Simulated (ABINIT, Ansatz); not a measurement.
**Zr (Zirconium): phonons by linear response**

Aim: the phonon dispersion of Zr (Zirconium), checked by a second program.

Calculated with ABINIT 10.8.3; DFT PBE, scalar-relativistic, plane waves, PseudoDojo norm-conserving pseudopotentials.

Report form: the programs' logs are mostly left out.

### Step 1. The starting structure

Symmetry: P6_3/mmc, No. 194, hexagonal system. The conventional cell has a = 3.232 Å, b = 3.232 Å, c = 5.147 Å, α = 90.00°, β = 90.00°, γ = 120.00°. Zr has 12 Zr at 3.18 to 3.23 Å nearest.

Structure file:

```cif
data_structure
_symmetry_space_group_name_H-M 'P6_3/mmc'
_symmetry_Int_Tables_number 194
_cell_length_a 3.2320
_cell_length_b 3.2320
_cell_length_c 5.1470
_cell_angle_alpha 90.000
_cell_angle_beta 90.000
_cell_angle_gamma 120.000
_cell_volume 46.56
loop_
_atom_site_label
_atom_site_type_symbol
_atom_site_symmetry_multiplicity
_atom_site_Wyckoff_symbol
_atom_site_fract_x
_atom_site_fract_y
_atom_site_fract_z
_atom_site_occupancy
Zr1 Zr 2 c 0.33333 0.66667 0.25000 1
```

### Step 2. A probe with smearing

A first run with smearing and empty bands tells whether the crystal has a gap, which decides between fixed occupations and smearing later on.

File probe.abi:

```
# ground state
tolvrs 1.0d-08
prtden 1
prtwf 1

# basis, mesh and filling
ecut 29.0
ngkpt 6 6 4
nshiftk 1
shiftk 0.0 0.0 0.0
istwfk *1
occopt 7
tsmear 0.005
nband 19
nstep 100
diemac 9.0
prtebands 0
prtgsr 0

# cell and atoms
acell 3*1.0 Angstrom
rprim 
    3.232 0.0 0.0
    -1.616 2.798994105 0.0
    0.0 0.0 5.147
ntypat 1
znucl 40
natom 2
typat 1 1
xred 
    1/3 2/3 0.25
    2/3 1/3 0.75
pp_dirpath "./pseudo"
pseudos "Zr.upf"
```

Command:

```sh
OMP_NUM_THREADS=1 mpirun -n 16 abinit probe.abi > probe.log
```

Run time: 3.3 s. Hardware: 16 MPI ranks of Arm Neoverse V2, shared host.

This step gave:

| Quantity | Value |
| --- | --- |
| volume per atom | 23.28 Å³ |
| pressure | -0.1234 GPa |
| gap on the k-mesh | 0 eV |

No gap opens on this mesh, so smearing is kept; the printed pressure holds the stress of the finite basis too.

### Step 3. Relaxing the cell and atoms

The harmonic expansion needs vanishing forces, and a free crystal bears no stress, so cell and atoms are brought to rest. Stress is more sensitive to the basis than forces are: the last 3 Ha under the cutoff are smoothed with ecutsm, and the cutoff is raised above that of the later runs.

File relax.abi:

```
# relaxation
ionmov 2
optcell 2
dilatmx 1.08
ntime 40
tolmxf 1.0d-05
tolvrs 1.0d-14
prtwf 0
prtden 0
chksymtnons 0

# basis, mesh and filling
ecut 36.0
ecutsm 3.0
ngkpt 12 12 6
nshiftk 1
shiftk 0.0 0.0 0.0
istwfk *1
occopt 7
tsmear 0.01
nband 19
nstep 100
diemac 1000000.0
prtebands 0
prtgsr 0

# cell and atoms
acell 3*1.0 Angstrom
rprim 
    3.232 0.0 0.0
    -1.616 2.798994105 0.0
    0.0 0.0 5.147
ntypat 1
znucl 40
natom 2
typat 1 1
xred 
    1/3 2/3 0.25
    2/3 1/3 0.75
pp_dirpath "./pseudo"
pseudos "Zr.upf"
```

Command:

```sh
OMP_NUM_THREADS=1 mpirun -n 16 abinit relax.abi > relax.log
```

Elapsed: 61 s, on 16 MPI ranks; 16 min of CPU time.

Step by step:

```csv
step,energy less that of the first step (eV),largest force (eV/Å),volume (Å³)
1,0.0000,0.0000,46.56
2,-0.0004,0.0000,46.65
3,-0.0008,0.0000,46.90
4,-0.0009,0.0000,46.90
5,-0.0009,0.0000,46.88
6,-0.0009,0.0000,46.86
7,-0.0009,0.0000,46.86
```

```csv
"conventional cell, symmetrised",before,after,change
a (Å),3.232,3.232,+0.0 %
b (Å),3.232,3.232,+0.0 %
c (Å),5.147,5.179,+0.6 %
volume (Å³/atom),23.28,23.43,+0.6 %
```

Final coordinates:

```xyz
2
Lattice="3.2324 0.0000 0.0000 -1.6162 2.7993 0.0000 0.0000 0.0000 5.1787" Properties=species:S:1:pos:R:3 pbc="T T T"
Zr    0.0000    1.8662    1.2947
Zr    1.6162    0.9331    3.8840
```

Read from the output:

```
volume per atom : 23.43 Å³
pressure        : -1.47e-4 GPa
```

The volume changes by +0.6 % in this run and stands +0.6 % from the first cell.

### Step 4. Ground state

First-order wavefunctions inherit every error of the ground state, hence the very tight tolvrs. Smearing stays on, as the first look found no gap above 0.3 eV.

File gs.abi:

```
# ground state
tolvrs 1.0d-16
prtden 1
prtwf 1

# basis, mesh and filling
ecut 29.0
ngkpt 12 12 6
nshiftk 1
shiftk 0.0 0.0 0.0
istwfk *1
occopt 7
tsmear 0.01
nband 19
nstep 100
diemac 1000000.0
prtebands 0
prtgsr 0

# cell and atoms
acell 3*1.0 Angstrom
rprim 
    3.232401753 0.0 0.0
    -1.616200876 2.799342033 0.0
    0.0 0.0 5.178719101
ntypat 1
znucl 40
natom 2
typat 1 1
xred 
    1/3 2/3 0.25
    2/3 1/3 0.75
pp_dirpath "./pseudo"
pseudos "Zr.upf"
```

Command:

```sh
OMP_NUM_THREADS=1 mpirun -n 16 abinit gs.abi > gs.log
```

Wall time 8 s (16 MPI ranks); 2.1 min of CPU time.

Read from the output:

* pressure: -0.4558 GPa

The cell stands at -0.46 GPa: the relaxation ran with a smoothed and higher cutoff, and the difference is a stress of the finite basis.

### Step 5. Linear response at Γ

At q = 0 one unit cell holds all displacements. The response is solved for single atoms along the cell's directions, and symmetry skips those that follow from others. The crystal is treated as a metal, which screens a static field, so no field response is asked.

File dfpt_gamma.abi:

```

# common to the responses
getwfk_filepath "gso_WFK"
kptopt 2
nqpt 1
qpt 0.0 0.0 0.0
asr 0
chneut 0

# displacements
rfphon 1
rfatpol 1 2
rfdir 1 1 1
tolvrs 1.0d-10
prtwf 0
prtpot 1

# basis, mesh and filling
ecut 29.0
ngkpt 12 12 6
nshiftk 1
shiftk 0.0 0.0 0.0
istwfk *1
occopt 7
tsmear 0.01
nband 19
nstep 100
diemac 1000000.0
prtebands 0
prtgsr 0

# cell and atoms
acell 3*1.0 Angstrom
rprim 
    3.232401753 0.0 0.0
    -1.616200876 2.799342033 0.0
    0.0 0.0 5.178719101
ntypat 1
znucl 40
natom 2
typat 1 1
xred 
    1/3 2/3 0.25
    2/3 1/3 0.75
pp_dirpath "./pseudo"
pseudos "Zr.upf"
```

Command:

```sh
OMP_NUM_THREADS=1 mpirun -n 16 abinit dfpt_gamma.abi > dfpt_gamma.log
```

The job ended after 32 s (16 MPI ranks).

Numbers from this step:

```yaml
largest_acoustic_frequency_at_the_zone_centre_before_the_sum_rule: -3.94 cm⁻¹
highest_optical_zone_centre_mode_no_lo_to_term: 152.8 cm⁻¹
lowest_optical_zone_centre_mode: 68.68 cm⁻¹
```

The acoustic modes at Γ come out as far as 3.9 cm⁻¹ from zero, where they should vanish, a small numerical error.

### Step 6. Linear response on the mesh

Linear response treats each wavevector of the 3×3×2 mesh in the unit cell; the first-order potentials are kept for the electron-phonon matrix elements.

File dfpt_q.abi:

```
ndtset 5

# wavevectors
qpt1 0.3333333333 0.0 0.0
qpt2 0.3333333333 0.3333333333 0.0
qpt3 0.0 0.0 0.5
qpt4 0.3333333333 0.0 0.5
qpt5 0.3333333333 0.3333333333 0.5

# displacements
getwfk_filepath "gso_WFK"
getwfq_filepath "gso_WFK"
kptopt 3
nqpt 1
rfphon 1
rfatpol 1 2
rfdir 1 1 1
tolvrs 1.0d-10
prtwf 0
prtpot 1

# basis, mesh and filling
ecut 29.0
ngkpt 12 12 6
nshiftk 1
shiftk 0.0 0.0 0.0
istwfk *1
occopt 7
tsmear 0.01
nband 19
nstep 100
diemac 1000000.0
prtebands 0
prtgsr 0

# cell and atoms
acell 3*1.0 Angstrom
rprim 
    3.232401753 0.0 0.0
    -1.616200876 2.799342033 0.0
    0.0 0.0 5.178719101
ntypat 1
znucl 40
natom 2
typat 1 1
xred 
    1/3 2/3 0.25
    2/3 1/3 0.75
pp_dirpath "./pseudo"
pseudos "Zr.upf"
```

Command:

```sh
OMP_NUM_THREADS=1 mpirun -n 16 abinit dfpt_q.abi > dfpt_q.log
```

It took 12 min on 16 MPI ranks; 3.2 h of CPU time.

Numbers from this step:

```yaml
lowest_mode_on_the_q_mesh_acoustic_ones_at_the_zone_centre_apart: 50.43 cm⁻¹
```

Frequencies (cm⁻¹) before the sum rule at the irreducible wavevectors but Γ, which is solved apart; negative means imaginary. Frequencies by wavevector:

```csv
q (fractions),star,mode 1,mode 2,mode 3,mode 4,mode 5,mode 6
0.3333 0 0,6,59.24,67.99,138.4,141,156,159.2
0.3333 0.3333 0,2,120.3,120.3,135.8,135.8,142.6,195.6
0 0 0.5,1,50.43,50.43,50.43,50.43,132.8,132.8
0.3333 0 0.5,6,103.8,103.8,110.2,110.2,166.1,166.1
0.3333 0.3333 0.5,2,67.35,67.35,167.2,167.2,172.9,172.9
```

### Step 7. Interpolated phonon bands

anaddb transforms the dynamical matrices to force constants and back along the path; points of the mesh come back as solved, but for the sum rule and, in polar crystals, the LO-TO term at Γ; the rest is interpolation.

File anaddb.abi:

```
ddb_filepath "all_DDB"
output_file "anaddb.abo"
outdata_prefix "anaddb"
ifcflag 1
ngqpt 3 3 2
nqshft 1
q1shft 0.0 0.0 0.0
asr 1
chneut 0
dipdip 0
dipquad 0
quadquad 0
enunit 0
eivec 0
nph1l 93
qph1l 
    0.0 0.0 0.0 1.0
    0.05 0.0 0.0 1.0
    0.1 0.0 0.0 1.0
    0.15 0.0 0.0 1.0
    0.2 0.0 0.0 1.0
    0.25 0.0 0.0 1.0
    0.3 0.0 0.0 1.0
    0.35 0.0 0.0 1.0
    0.4 0.0 0.0 1.0
    0.45 0.0 0.0 1.0
    0.5 0.0 0.0 1.0
    0.48333333 0.03333333 0.0 1.0
    0.46666667 0.06666667 0.0 1.0
    0.45 0.1 0.0 1.0
    0.43333333 0.13333333 0.0 1.0
    0.41666667 0.16666667 0.0 1.0
    0.4 0.2 0.0 1.0
    0.38333333 0.23333333 0.0 1.0
    0.36666667 0.26666667 0.0 1.0
    0.35 0.3 0.0 1.0
    0.33333333 0.33333333 0.0 1.0
    0.3 0.3 0.0 1.0
    0.26666667 0.26666667 0.0 1.0
    0.23333333 0.23333333 0.0 1.0
    0.2 0.2 0.0 1.0
    0.16666667 0.16666667 0.0 1.0
    0.13333333 0.13333333 0.0 1.0
    0.1 0.1 0.0 1.0
    0.06666667 0.06666667 0.0 1.0
    0.03333333 0.03333333 0.0 1.0
    0.0 0.0 0.0 1.0
    0.0 0.0 0.05 1.0
    0.0 0.0 0.1 1.0
    0.0 0.0 0.15 1.0
    0.0 0.0 0.2 1.0
    0.0 0.0 0.25 1.0
    0.0 0.0 0.3 1.0
    0.0 0.0 0.35 1.0
    0.0 0.0 0.4 1.0
    0.0 0.0 0.45 1.0
    0.0 0.0 0.5 1.0
    0.05 0.0 0.5 1.0
    0.1 0.0 0.5 1.0
    0.15 0.0 0.5 1.0
    0.2 0.0 0.5 1.0
    0.25 0.0 0.5 1.0
    0.3 0.0 0.5 1.0
    0.35 0.0 0.5 1.0
    0.4 0.0 0.5 1.0
    0.45 0.0 0.5 1.0
    0.5 0.0 0.5 1.0
    0.48333333 0.03333333 0.5 1.0
    0.46666667 0.06666667 0.5 1.0
    0.45 0.1 0.5 1.0
    0.43333333 0.13333333 0.5 1.0
    0.41666667 0.16666667 0.5 1.0
    0.4 0.2 0.5 1.0
    0.38333333 0.23333333 0.5 1.0
    0.36666667 0.26666667 0.5 1.0
    0.35 0.3 0.5 1.0
    0.33333333 0.33333333 0.5 1.0
    0.3 0.3 0.5 1.0
    0.26666667 0.26666667 0.5 1.0
    0.23333333 0.23333333 0.5 1.0
    0.2 0.2 0.5 1.0
    0.16666667 0.16666667 0.5 1.0
    0.13333333 0.13333333 0.5 1.0
    0.1 0.1 0.5 1.0
    0.06666667 0.06666667 0.5 1.0
    0.03333333 0.03333333 0.5 1.0
    0.0 0.0 0.5 1.0
    0.5 0.0 0.5 1.0
    0.5 0.0 0.45 1.0
    0.5 0.0 0.4 1.0
    0.5 0.0 0.35 1.0
    0.5 0.0 0.3 1.0
    0.5 0.0 0.25 1.0
    0.5 0.0 0.2 1.0
    0.5 0.0 0.15 1.0
    0.5 0.0 0.1 1.0
    0.5 0.0 0.05 1.0
    0.5 0.0 0.0 1.0
    0.33333333 0.33333333 0.5 1.0
    0.33333333 0.33333333 0.45 1.0
    0.33333333 0.33333333 0.4 1.0
    0.33333333 0.33333333 0.35 1.0
    0.33333333 0.33333333 0.3 1.0
    0.33333333 0.33333333 0.25 1.0
    0.33333333 0.33333333 0.2 1.0
    0.33333333 0.33333333 0.15 1.0
    0.33333333 0.33333333 0.1 1.0
    0.33333333 0.33333333 0.05 1.0
    0.33333333 0.33333333 0.0 1.0
```

File mrgddb.in:

```
all_DDB
merged
6
dfpt_gammao_DDB
dfpt_qo_DS1_DDB
dfpt_qo_DS2_DDB
dfpt_qo_DS3_DDB
dfpt_qo_DS4_DDB
dfpt_qo_DS5_DDB
```

Command:

```sh
mrgddb < mrgddb.in > mrgddb.log
OMP_NUM_THREADS=1 anaddb anaddb.abi > anaddb.log
```

The job ended after 0.52 s (1 thread).

Read from the output:

```yaml
lowest_frequency_on_the_path: 0 cm⁻¹
```

Anaddb. The phonon branches at the labelled points (cm⁻¹):

```csv
point,branch 1,branch 2,branch 3,branch 4,branch 5,branch 6
Γ,0,0,0,69,69,153
halfway,49,50,112,119,138,157
M,66,90,151,156,169,174
halfway,96,98,142,144,164,185
K,120,120,136,136,143,196
halfway,58,76,103,144,145,156
Γ,0,0,0,69,69,153
halfway,28,28,64,64,80,151
A,50,50,50,50,133,133
halfway,90,90,99,99,153,153
L,116,116,117,117,180,180
halfway,83,83,149,149,178,178
H,67,67,167,167,173,173
halfway,82,82,119,119,157,157
A,50,50,50,50,133,133
jump to L,116,116,117,117,180,180
halfway,83,105,136,145,173,178
M,66,90,151,156,169,174
jump to H,67,67,167,167,173,173
halfway,91,91,149,159,159,187
K,120,120,136,136,143,196
```

All branches are real along the path.

### Step 8. Density of states

Sums over the zone need many more wavevectors than were solved, so the interpolation is sampled on a dense mesh.

File anaddb.abi:

```
ddb_filepath "all_DDB"
output_file "anaddb.abo"
outdata_prefix "anaddb"
ifcflag 1
ngqpt 3 3 2
nqshft 1
q1shft 0.0 0.0 0.0
asr 1
chneut 0
dipdip 0
dipquad 0
quadquad 0
prtdos 2
ng2qpt 16 16 9
dosdeltae 4.5563e-06
ntemper 11
temperinc 100.0
tempermin 0.0
```

Command:

```sh
OMP_NUM_THREADS=1 anaddb anaddb.abi > anaddb.log
```

Wall time 0.58 s (1 thread).

This step gave:

```
share of modes beyond 3i cm⁻¹ on the dense interpolated mesh : 0
zero-point energy per atom                                   : 22.59 meV
heat capacity at 300 K                                       : 24.18 J/(mol atoms K)
vibrational entropy at 300 K                                 : 40.38 J/(mol atoms K)
```

The phonon density of states has structure finer than the step of the table below, so its rows give means over 10 cm⁻¹, whole bins alone (the curve runs from -30 to 226 cm⁻¹). Peaks (cm⁻¹: height): 77.0: 0.0715, 130.0: 0.0511, 157.0: 0.0749.

Tetrahedra. Table of phonon density of states by wavenumber; means over each step:

wavenumber (cm⁻¹), phonon density of states (1/cm⁻¹/cell) and a bar:
```
      -10     0.0000 
        0     0.0000 
       10     0.0004 
       20     0.0015 #
       30     0.0036 ##
       40     0.0069 ###
       50     0.0114 ######
       60     0.0187 #########
       70     0.0363 ##################
       80     0.0610 ##############################
       90     0.0471 #######################
      100     0.0403 ####################
      110     0.0332 ################
      120     0.0332 ################
      130     0.0477 #######################
      140     0.0446 ######################
      150     0.0559 ###########################
      160     0.0612 ##############################
      170     0.0579 ############################
      180     0.0331 ################
      190     0.0047 ##
      200     0.0000
```

Harmonic thermodynamic functions per atom, summed over the density of states scaled to three modes an atom; melting is ignored. Thermodynamic functions:

```csv
T (K),F_vib (meV/atom),S (J/mol-atom/K),C_V (J/mol-atom/K)
0,22.59,0,0
50,21.79,5.225,10.54
100,16.31,15.76,19.23
200,-8.44,30.74,23.28
300,-45.6,40.38,24.18
400,-91.25,47.39,24.51
500,-143.3,52.88,24.66
600,-200.5,57.38,24.75
700,-262,61.2,24.8
800,-327.2,64.52,24.83
900,-395.6,67.44,24.86
1000,-466.9,70.06,24.87
```

At 300 K the heat capacity has reached 97 % of the Dulong-Petit value.

### Step 9. A second program

A second program on the same cell, potentials, cutoff and meshes tests the implementation of the phonon response, not its convergence.

This step: DFT PBE, scalar-relativistic, plane waves, PseudoDojo norm-conserving pseudopotentials (Ansatz 0.2.0).

File input.yaml:

```yaml
crystal:
  lattice:
    - [3.2324017531, 0.0, 0.0]
    - [-1.6162008765, 2.7993420334, 0.0]
    - [0.0, 0.0, 5.1787191011]
  atoms:
    - { symbol: Zr, position: [0.3333333333, 0.6666666667, 0.25] }
    - { symbol: Zr, position: [0.6666666667, 0.3333333333, 0.75] }
kpoints:
  mp_grid: { grid: [12, 12, 6] }
hamiltonian:
  xc: pbe
  pseudopotentials: { kind: nc, accuracy: standard }
scf:
  occupations: { method: gaussian, width: 0.27211 }
output:
  eigenvalues: true
basis:
  ecutwfc: 789.13
phonons:
  method: dfpt
  qmesh: [3, 3, 2]
  temperatures: { t_max: 1000, t_step: 50 }
  qpath:
    path:
      - [[0.0, 0.0, 0.0], [0.5, 0.0, 0.0], [0.33333333, 0.33333333, 0.0], [0.0, 0.0, 0.0], [0.0, 0.0, 0.5], [0.5, 0.0, 0.5], [0.33333333, 0.33333333, 0.5], [0.0, 0.0, 0.5]]
      - [[0.5, 0.0, 0.5], [0.5, 0.0, 0.0]]
      - [[0.33333333, 0.33333333, 0.5], [0.33333333, 0.33333333, 0.0]]
    npoints: 10
  electrical_resistivity: { temperatures: [77, 300], mesh: [36, 36, 18] }
```

Command:

```sh
ansatz run input.yaml --threads 16 --pin off --max-ram 32768MiB --backend cpu --events-out ev --progress --plain --runs-dir out
```

Wall time 2.3 min (16 threads); peak memory 4.8 GiB.

This step gave:

```yaml
sum_rule_residual_before_enforcement: 2.62e-5 eV/Å²
mean_frequency: 121.6 cm⁻¹
debye_temperature_second_moment: 237 K
logarithmic_mean_frequency: 114.1 cm⁻¹
highest_optical_zone_centre_mode_no_lo_to_term: 152.9 cm⁻¹
lowest_optical_zone_centre_mode: 68.63 cm⁻¹
lowest_mode_on_the_q_mesh_acoustic_ones_at_the_zone_centre_apart: 50.38 cm⁻¹
zero_point_energy_per_atom: 22.62 meV
vibrational_entropy_at_300_k: 40.36 J/(mol atoms K)
```

### Step 10. The two compared: ABINIT PseudoDojo and Ansatz, PseudoDojo

Worked out from the results:

```yaml
root_mean_square_difference: 0.05 cm⁻¹
largest_difference: 0.14 cm⁻¹
root_mean_square_difference_on_the_path: 0.6 cm⁻¹
largest_difference_on_the_path: 3.3 cm⁻¹
```

The 12 of 33 modes that differ most. Frequencies side by side:

```csv
q (reciprocal lattice),mode,ABINIT PseudoDojo (cm⁻¹),"Ansatz, PseudoDojo (cm⁻¹)"
0 0 0,4,68.68,68.63
0 0 0,5,68.68,68.63
0 0 0,6,152.8,152.9
0.3333 0 0,1,59.24,59.31
0.3333 0 0,2,67.99,68.13
0.3333 0 0,5,156,156.1
0.3333 0.3333 0,1,120.3,120.3
0.3333 0.3333 0,2,120.3,120.3
0 0 0.5,1,50.43,50.38
0 0 0.5,2,50.43,50.38
0 0 0.5,5,132.8,132.8
0 0 0.5,6,132.8,132.8
```

At the solved wavevectors the largest difference (acoustic modes at Γ apart) is 0.07 % of the highest mode (on the interpolated path 2 %).

### Step 11. What came out

- space group after relaxation: P6_3/mmc
- volume per atom: 23.4 Å³
- highest optical zone-centre mode (no LO-TO term): 152.8 cm⁻¹
- lowest optical zone-centre mode: 68.7 cm⁻¹
- q mesh: 3×3×2
- lowest mode on the q mesh (acoustic ones at the zone centre apart): 50.4 cm⁻¹
- zero-point energy per atom: 22.6 meV
- heat capacity at 300 K: 24.2 J/(mol atoms K)
- vibrational entropy at 300 K: 40.4 J/(mol atoms K)
- imaginary modes on the q mesh: none
- largest difference from Ansatz, PseudoDojo: 0.14 cm⁻¹

What this shows: Zr (Zirconium) is dynamically stable on the 3×3×2 mesh; its spectrum reaches 196 cm⁻¹. At the PBE level the optical modes of Zr (Zirconium) at the zone centre run from 69 to 153 cm⁻¹. Along axes with an odd number of divisions the mesh misses the zone-boundary points at one half, where instabilities often lie; those are only interpolated. The base run prints -0.46 GPa, mostly the error of a finite basis; the relaxation, with a smoothed and higher cutoff, had brought the cell to rest. ABINIT PseudoDojo and Ansatz, PseudoDojo agree to 0.14 cm⁻¹ (0.07 % of the highest mode compared) on all solved modes but the acoustic ones at Γ. Their interpolated bands part by up to 3 cm⁻¹. These are harmonic frequencies at zero temperature: anharmonic shifts and linewidths and thermal expansion are left out. In a metal the frequencies hang on the k mesh and the smearing, most of all near Kohn anomalies. Ansatz warns that the cutoff lies 12 % under the one recommended for these files; agreement at one cutoff is not convergence. Electron-phonon sums were run after this but are left out, since no second program bore their λ out within 30 %; a λ that a log prints is not taken as a result.

[Host names and launcher messages were left out of these logs when they were recorded.]

[Logs are printed without paths, hosts, clocks, repeated set-up lines and the standing remarks that a program may print on its own settings, such as how far it seeks lower states.]

[Hosts, paths, dates, database ids (printed as entryN), source tags and the programs' standing remarks are cut or masked in the printed files.]
